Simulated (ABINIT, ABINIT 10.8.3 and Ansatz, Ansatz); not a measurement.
## YScB2O6 (R-3): Bethe-Salpeter spectra with ABINIT

Aim: the absorption spectrum of YScB2O6 (R-3) with electron-hole interaction, and what each part of the kernel does.

Program: ABINIT 10.8.3 and Ansatz 0.2.0. Level of theory: LDA and many-body steps on it, plane waves. Results are calculated unless marked as measured.

**1. Starting point**

Symmetry: R-3, No. 148, trigonal system. Conventional cell: a = 4.911 Å, b = 4.911 Å, c = 16.119 Å, α = 90.00°, β = 90.00°, γ = 120.00°. Nearest to Y lie 6 O at 2.32 Å. Sc has 6 O at 2.14 Å nearest. Nearest to B lie 3 O at 1.39 Å. Nearest to O lie 1 B at 1.39 Å and 1 Sc at 2.14 Å and 1 Y at 2.32 Å. Farther neighbours and most contacts between anions are not listed.

Structure file:

```cif
data_structure
_symmetry_space_group_name_H-M 'R-3:H'
_symmetry_Int_Tables_number 148
_cell_length_a 4.9105
_cell_length_b 4.9105
_cell_length_c 16.1191
_cell_angle_alpha 90.000
_cell_angle_beta 90.000
_cell_angle_gamma 120.000
_cell_volume 336.61
loop_
_atom_site_label
_atom_site_type_symbol
_atom_site_symmetry_multiplicity
_atom_site_Wyckoff_symbol
_atom_site_fract_x
_atom_site_fract_y
_atom_site_fract_z
_atom_site_occupancy
Y1 Y 3 b 0.33333 0.66667 0.16667 1
Sc1 Sc 3 a 0.00000 0.00000 0.00000 1
B1 B 6 c 0.66667 0.33333 0.07833 1
O1 O 18 f 0.93878 0.31322 0.07968 1
```

The cell and positions are those that the Materials Project relaxed with its own functionals (PBE, PBE+U or r2SCAN), kept fixed.

**2. Empty states on the mesh, 2×2×2 mesh, 95 bands**

This step: ABINIT 10.8.3; DFT, LDA, plane waves, norm-conserving pseudopotentials.

The sums over transitions need many empty states on a uniform mesh; this step solves for them.

Input file run.abi:

```
acell 3*1.0 Angstrom
rprim 
  2.455259121368 1.417544514628 5.373024847406
  -2.455259121368 1.417544514628 5.373024847406
  0.000000000000 -2.835089029328 5.373024847387
ntypat 4
znucl 39 21 5 8
natom 10
typat 1 2 3 3 4 4 4 4 4 4
xred 
  0.500000000000 0.500000000000 0.500000000000
  0.000000000000 0.000000000000 0.000000000000
  0.255007000000 0.255007000000 0.255007000000
  0.744993000000 0.744993000000 0.744993000000
  0.233543000000 0.545880000000 0.981547000000
  0.981547000000 0.233543000000 0.545880000000
  0.545880000000 0.981547000000 0.233543000000
  0.018453000000 0.766457000000 0.454120000000
  0.454120000000 0.018453000000 0.766457000000
  0.766457000000 0.454120000000 0.018453000000
pp_dirpath "pseudos"
pseudos "Y.upf, Sc.upf, B.upf, O.upf"
ecut 36
ngkpt 2 2 2
nshiftk 1
shiftk 0 0 0
kptopt 1
chksymbreak 0
iscf -2
irdden 1
istwfk *1
nband 95
nbdbuf 8
tolwfr 1e-09
nstep 60
prtvol 0
indata_prefix "in"
outdata_prefix "out"
tmpdata_prefix "tmp"
```

Launch:

```sh
$ OMP_NUM_THREADS=1 mpirun -n 4 abinit run.abi > log
```

Numbers of over 12 decimals in the logs are rounded to 6 here.

Log:

```text
.Version 10.8.3 of ABINIT. v10.8.2 released Aug 2026.

 Symmetries : space group R-3 (#148); Bravais hR (rhombohedral)
[... echo of the input left out ...]
== DATASET  1 ==================================================================
-   mpi_nproc: 4, omp_nthreads: 1 (-1 if OMP is not activated)

--- !DatasetInfo
iteration_state: {dtset: 1, }
dimensions: {natom: 10, nkpt: 4, mband: 95, nsppol: 1, nspinor: 1, nspden: 1, mpw: 7863, }
cutoff_energies: {ecut:  36.0, pawecutdg:  -1.0, }
[...]
1.04471    1.05068    1.05068    1.07211    1.15328    1.15328    1.15467    1.15467
   1.16001    1.19771    1.19771    1.20053    1.21798    1.21798    1.24431    1.25489
   1.25489    1.25834    1.25834    1.29249    1.29249    1.32259    1.33549
 prteigrs : prtvol=0 or 1, do not print more k-points.

== END DATASET(S) ==============================================================
================================================================================

 -outvars: echo values of variables after computation  --------
            nband          95
             nkpt           4
          spgroup         148
 [... the other variables as echoed above ...]

 Calculation completed.
```

The job ended after 53 s (4 MPI ranks of Arm Neoverse N1, shared host; peak memory 0.43 GiB; 3.5 min of CPU time).

Numbers from this step:

| Item | Value |
| --- | --- |
| gap | 4.393 eV |
| k of the valence top | 0.5, 0.5, 0 |
| k of the conduction bottom | 0.5, 0.5, 0 |
| least direct gap | 4.393 eV |
| k points computed | 4 |
| lowest point of the top converged band, above the valence top | 30.11 eV |

On this mesh the gap is 4.393 eV.

The density comes from a self-consistent run that is not shown.

**3. Screening, 2×2×2 mesh, 87 bands, screening to 98 eV**

The RPA dielectric matrix is built and inverted for each q.

This step: RPA screening on LDA, plane waves, norm-conserving pseudopotentials.

run.abi: that of step 2 with these lines changed.

```diff
@@ -28,10 +28,11 @@
 chksymbreak 0
-iscf -2
-irdden 1
 istwfk *1
-nband 95
-nbdbuf 8
-tolwfr 1e-09
-nstep 60
-prtvol 0
+occopt 1
+irdwfk 1
+optdriver 3
+nband 87
+ecuteps 3.6
+inclvkb 2
+awtr 1
+symchi 1
 indata_prefix "in"
```

Log:

```text
.Version 10.8.3 of ABINIT. v10.8.2 released Aug 2026.

 Symmetries : space group R-3 (#148); Bravais hR (rhombohedral)
[... echo of the input left out ...]
== DATASET  1 ==================================================================
-   mpi_nproc: 4, omp_nthreads: 1 (-1 if OMP is not activated)

--- !DatasetInfo
iteration_state: {dtset: 1, }
dimensions: {natom: 10, nkpt: 4, mband: 87, nsppol: 1, nspinor: 1, nspden: 1, mpw: 7863, }
cutoff_energies: {ecut:  36.0, pawecutdg:  -1.0, }
[...]
--------------------------------------------------------------------------------
[... chi0 elements left out ...]
 For q-point:  0.000010 0.000020 0.000030
  dielectric constant =   3.5089
  dielectric constant without local fields =   3.7389

  Average fulfillment of the sum rule on Im[epsilon] for q-point    1 :     36.90  [%]
[... wings left out ...]
  q-point number  2        q = ( 0.500000, 0.000000, 0.000000) [r.l.u.]
--------------------------------------------------------------------------------
[... chi0 elements left out ...]
  Average fulfillment of the sum rule on Im[epsilon] for q-point    2 :     44.47  [%]

 [... 2 further q-points ...]
```

Run time: 67 s. Hardware: 4 MPI ranks; peak memory 1.8 GiB; 4.4 min of CPU time.

Numbers from this step:

```
ε∞ with local fields, on this mesh, along the program's q direction : 3.509
the same without local fields                                       : 3.739
plasma frequency                                                    : 28.04 eV
plane waves in the screening matrix                                 : 243
```

Local fields lower ε∞ by 6 %. On a Γ-centred mesh this coarse the value itself is usually too large, while a short band sum pulls it down.

**4. Self-energy, 2×2×2 mesh, 87 bands, screening to 98 eV**

The self-energy is evaluated for the states that the input lists, and the levels follow from it, in one-shot runs by the linearised quasiparticle equation.

This step: G0W0 on LDA, plane waves, norm-conserving pseudopotentials.

run.abi: that of step 3 with these lines changed.

```diff
@@ -31,8 +31,17 @@
 irdwfk 1
-optdriver 3
+optdriver 4
 nband 87
+gwcalctyp 0
+ecutsigx 36
+symsigma 1
+nkptgw 2
+kptgw 
+  0.5000000000 0.5000000000 0.0000000000
+  0.0000000000 0.0000000000 0.0000000000
+bdgw 
+  31 34
+  31 34
 ecuteps 3.6
-inclvkb 2
-awtr 1
-symchi 1
+irdscr 1
+ppmodel 1
 indata_prefix "in"
```

Log:

```text
.Version 10.8.3 of ABINIT. v10.8.2 released Aug 2026.

 Symmetries : space group R-3 (#148); Bravais hR (rhombohedral)
[... echo of the input left out ...]
== DATASET  1 ==================================================================
-   mpi_nproc: 4, omp_nthreads: 1 (-1 if OMP is not activated)

--- !DatasetInfo
iteration_state: {dtset: 1, }
dimensions: {natom: 10, nkpt: 4, mband: 87, nsppol: 1, nspinor: 1, nspden: 1, mpw: 7863, }
cutoff_energies: {ecut:  36.0, pawecutdg:  -1.0, }
[...]
Band     E0 <VxcDFT>   SigX SigC(E0)      Z dSigC/dE  Sig(E)    E-E0       E
[...]
33   8.242 -18.002  -9.593  -4.374   0.810  -0.235 -14.734   3.269  11.511
       34   8.242 -18.002  -9.593  -4.374   0.810  -0.235 -14.734   3.269  11.511

== END DATASET(S) ==============================================================
================================================================================

 -outvars: echo values of variables after computation  --------
           etotal      0.0000000000E+00
            nband          87
             nkpt           4
          spgroup         148
 [... the other variables as echoed above ...]

 Calculation completed.
```

Run time: 16 s. Hardware: 4 MPI ranks; peak memory 1.2 GiB; 65 s of CPU time.

Numbers from this step:

- G0W0 gap on the points computed: 7.592 eV
- starting gap on the mesh: 4.393 eV
- k of the valence top: 0.5, 0.5, 0
- k of the conduction bottom: 0.5, 0.5, 0
- least direct G0W0 gap on the computed points: 7.592 eV

The gap on the mesh goes from 4.39 eV to 7.59 eV, a correction of +3.20 eV.

The gap opens by 3.199 eV; the next steps shift the empty bands rigidly by 3.199 eV.

**5. Excitons**

Light makes an electron and a hole together. The Bethe-Salpeter equation adds their screened attraction and their exchange, in a window of bands around the gap.

This step: Bethe-Salpeter equation on LDA with a scissors shift, plane waves, norm-conserving pseudopotentials.

run.abi: that of step 4 with these lines changed.

```diff
@@ -31,17 +31,17 @@
 irdwfk 1
-optdriver 4
-nband 87
-gwcalctyp 0
-ecutsigx 36
-symsigma 1
-nkptgw 2
-kptgw 
-  0.5000000000 0.5000000000 0.0000000000
-  0.0000000000 0.0000000000 0.0000000000
-bdgw 
-  31 34
-  31 34
+optdriver 99
+bs_calctype 1
+mbpt_sciss 3.199 eV
+bs_loband 16
+nband 46
+bs_exchange_term 1
+bs_coulomb_term 11
+bs_coupling 0
+bs_algorithm 1
+bs_freq_mesh 0 14 0.1 eV
+zcut 0.15 eV
 ecuteps 3.6
+ecutwfn 18
+inclvkb 2
 irdscr 1
-ppmodel 1
 indata_prefix "in"
```

Log:

```text
.Version 10.8.3 of ABINIT. v10.8.2 released Aug 2026.

 Symmetries : space group R-3 (#148); Bravais hR (rhombohedral)
[... echo of the input left out ...]
== DATASET  1 ==================================================================
-   mpi_nproc: 4, omp_nthreads: 1 (-1 if OMP is not activated)

--- !DatasetInfo
iteration_state: {dtset: 1, }
dimensions: {natom: 10, nkpt: 4, mband: 46, nsppol: 1, nspinor: 1, nspden: 1, mpw: 2780, }
cutoff_energies: {ecut:  18.0, pawecutdg:  -1.0, }
electrons: {nelect:   6.40000000E+01, charge:   0.00000000E+00, occopt:   1.00000000E+00, tsmear:   1.00000000E-02, }

 Exciton: Calculation of dielectric properties by solving the Bethe-Salpeter equation
 in frequency domain and reciprocal space on a transitions basis set.
 Based on a program developed by L. Reining, V. Olevano, F. Sottile,
 S. Albrecht, and G. Onida. Incorporated in ABINIT by M. Giantomassi.

.Using double precision arithmetic ; gwpc =  8

[... cell and pseudopotentials left out ...]
--------------------------------------------------------------------------------

 ==== K-mesh for the wavefunctions ====
 Number of points in the irreducible wedge :     4
[... list of points left out ...]
 Together with  6 symmetry operations and time-reversal symmetry
 yields     8 points in the full Brillouin Zone.

 ==== Q-mesh for the screening function ====
 Number of points in the irreducible wedge :     4
[... list of points left out ...]
 Together with  6 symmetry operations and time-reversal symmetry
 yields     8 points in the full Brillouin Zone.

 vcoul_init : cutoff-mode = AUXILIARY_FUNCTION
 q-points for optical limit:   1
     1)      0.000010    0.000020    0.000030
 setmesh: FFT mesh size selected  =    32x   32x   32
          total number of points  =        32768

 ==== Fundamental parameters for the solution of the Bethe-Salpeter equation: ====
 Algorithm: Direct diagonalization.
 Dimension of the v, W matrices,  npweps  = 243
 Cutoff for the wavefunctions,    npwwfn  = 2749
 Number of k-points in the IBZ,   nkibz   = 4
 Highest empty band included,     nband   = 46
 === Spin UP ===
 Number of resonant transitions          1904
 Lowest occupied state                   16
 Highest occupied state                  32
 Lowest unoccupied state                 33
 Highest unoccupied state                46
 Minimum frequency [eV]           Emin    =   0.00
 Maximum frequency [eV]           Emax    =  14.00
 Frequency step [eV]              dE      =   0.10
 Lorentzian broadening [eV]       eta     =   0.15
 RPA L0 with KS energies and KS wavefunctions
 Scissors operator energy [eV] =          3.20
 Local fields effects (v term) included
 Excitonic effects (W term) included
 Full W_GG' included
 W is read from an external SCR file
 Resonant-only calculation (Hermitian case)

 Calculating epsilon_Macro(q-->0,w), along the following directions:
 q = (  1.236703  0.000000  0.000000) [r.l.u.]
 q = (  0.000000  1.236703  0.000000) [r.l.u.]
 q = (  0.000000  0.000000  1.236703) [r.l.u.]
 q = (  0.738442 -0.738442 -0.000000) [r.l.u.]
 q = (  0.426340  0.426340 -0.852679) [r.l.u.]
 q = (  1.615987  1.615987  1.615987) [r.l.u.]
 Number of electrons calculated from density =   63.9351; Expected =   64.0000
 average of density, n =  0.084438
 r_s =    1.4140
 omega_plasma =   28.0301 [eV]

. Writing resonant excitonic Hamiltonian on file out_BSR; file size=   0.03 [Gb].
 Direct diagonalization of the resonant excitonic Hamiltonian, Matrix size= 1904
. Using LAPACK sequential version.
 Excitonic eigenvalues in eV up to n=   32
   6.40268   6.52131   6.52133   6.84227   6.84954   6.87818   6.87822   6.92603
   6.92608   6.99451   6.99455   7.02631   7.09522   7.09537   7.14109   7.14236
   7.18521   7.21904   7.21914   7.23348   7.23368   7.24464   7.29144   7.30681
   7.30702   7.31032   7.31060   7.34550   7.34551   7.39103   7.39112   7.40922

 First excitonic eigenvalue=    6.40 [eV]
 Last  excitonic eigenvalue=   18.19 [eV]

 GW  direct gap       7.59  0.00 [eV]
 EXC direct gap       6.40  0.00 [eV]
 EXC binding energy   1.19  0.00 [eV]

 Excitonic eigenvalues up to the GW energy gap [eV]
  1 (  6.40  0.00)
  2 (  6.52  0.00)
  3 (  6.52  0.00)
  4 (  6.84  0.00)
  5 (  6.85  0.00)
  6 (  6.88  0.00)
[...]
43 (  7.55  0.00)
 44 (  7.55  0.00)
 45 (  7.57  0.00)

 Macroscopic dielectric function:
 omega [eV] <KS_RPA_nlf>  <GW_RPA_nlf>  <BSE>
   0.0000   3.0350   0.0000   2.4389   0.0000   2.7380   0.0000
   0.1000   3.0354   0.0011   2.4391   0.0004   2.7382   0.0006
   0.2000   3.0365   0.0023   2.4394   0.0007   2.7388   0.0013
   0.3000   3.0384   0.0034   2.4400   0.0011   2.7399   0.0019
   0.4000   3.0411   0.0045   2.4409   0.0015   2.7414   0.0026
   0.5000   3.0445   0.0057   2.4420   0.0018   2.7434   0.0033
   0.6000   3.0487   0.0069   2.4433   0.0022   2.7458   0.0039
   0.7000   3.0536   0.0081   2.4449   0.0026   2.7486   0.0046
   0.8000   3.0594   0.0093   2.4467   0.0029   2.7519   0.0053
   0.9000   3.0660   0.0105   2.4488   0.0033   2.7556   0.0060

 Writing KS-RPA macroscopic dielectric function without local fields to file: out_RPA_NLF_MDF
 Writing GW-RPA macroscopic dielectric function without local fields to file: out_GW_NLF_MDF
 Writing EXC Macroscopic dielectric function to file: out_EXC_MDF

== END DATASET(S) ==============================================================
================================================================================

 -outvars: echo values of variables after computation  --------
           etotal      0.0000000000E+00
            nband          46
             nkpt           4
          spgroup         148
 [... the other variables as echoed above ...]

 Calculation completed.
```

Wall time 6.3 min (4 MPI ranks); peak memory 0.63 GiB.

Numbers from this step:

```yaml
direct_gap_of_the_transition_levels: 7.592 eV
transitions_in_the_window: 1904
first_strong_exciton_over_a_fiftieth_of_the_strongest_listed: 6.403 eV
lowest_state: 6.403 eV
binding_of_the_lowest_state_below_the_direct_gap: 1.189 eV
coulomb_term_of_one_mesh_cell: 1.208 eV
```

The binding is 0.98 times the screened Coulomb term of one mesh cell (1.21 eV), so it is not shown settled.

The lowest state lies at 6.403 eV, 1.189 eV under the direct gap.

Lines within 3 meV are set at the lowest of them, and the highest group, which the list may cut short, is left out. Exciton lines, with heights relative to the strongest:

```
position (eV)  lines merged  oscillator strength, relative
        6.403             1                             18
        6.521             2                            0.4
        6.842             1                            0.0
        6.849             1                            0.5
        6.878             2                            100
        6.926             2                            0.2
        6.995             2                             16
        7.026             1                            4.1
        7.095             2                             16
```

The ε₂ has structure finer than the step of the table below, so its rows give means over 0.5 eV, whole bins alone (the curve runs from 0 to 13.9 eV). Peaks (eV: height): BSE 8.10: 6.32, 8.80: 5.49, 10.60: 5.07; no electron-hole interaction 9.20: 4.49, 10.00: 4.40, 12.10: 5.63; Kohn-Sham, no shift 6.00: 4.49, 6.80: 4.40, 8.90: 5.63.

Mean over the three Cartesian directions of q; broadening 0.15 eV; transition window only. Limits: finite bands, cutoff and mesh; no spin-orbit coupling; coarse k mesh; exciton not shown settled in the k mesh. The ε₂ by photon energy; means over each step:

```
photon energy (eV)      BSE  no electron-hole interaction  Kohn-Sham, no shift
               0.5  0.00318                       0.00180              0.00563
               1.0  0.00650                       0.00364               0.0116
               1.5   0.0101                       0.00561               0.0186
               2.0   0.0142                       0.00774               0.0272
               2.5   0.0190                        0.0101               0.0388
               3.0   0.0249                        0.0128               0.0562
               3.5   0.0325                        0.0161               0.0875
               4.0   0.0429                        0.0201                0.187
               4.5   0.0579                        0.0251                0.529
               5.0   0.0820                        0.0317                 1.32
               5.5    0.128                        0.0409                 2.15
               6.0    0.273                        0.0547                 3.76
               6.5    0.909                        0.0779                 3.29
               7.0     2.39                         0.132                 3.68
               7.5     2.97                         0.387                 3.11
               8.0     5.44                         0.931                 3.84
               8.5     4.76                          1.77                 4.23
               9.0     4.69                          3.37                 5.07
               9.5     3.94                          3.18                 3.76
              10.0     4.38                          3.96                 3.76
              10.5     4.83                          3.08                 2.92
              11.0     4.15                          3.43                 2.11
              11.5     2.75                          4.21                 1.82
              12.0     1.98                          4.87                 1.58
              12.5     1.57                          4.26                0.814
              13.0     1.05                          3.66                0.739
              13.5    0.937                          3.43                0.557
```

(Part 1 of 2 ends here.)

[Paths, hosts, dates, memory and timing lines, banners, echoed tables and standing remarks are left out of the program output.]

[Logs are printed without paths, hosts, clocks, repeated set-up lines and the standing remarks that a program may print on its own settings, such as how far it seeks lower states.]

[Runs of the session that timed out or met a known fault of the program may be left out.]

[Hosts, paths, dates, database ids (printed as entryN), source tags and the programs' standing remarks are cut or masked in the printed files.]

[G0W0 gaps are taken among the corrected bands and points alone; a level outside them can change the order at an edge.]

[Where Ansatz stands beside ABINIT at settings called matched, ABINIT's density can come from a denser mesh and the files from another edition; pairs whose starting gaps differed by over 0.03 eV were left out, so agreement reads better than it is.]
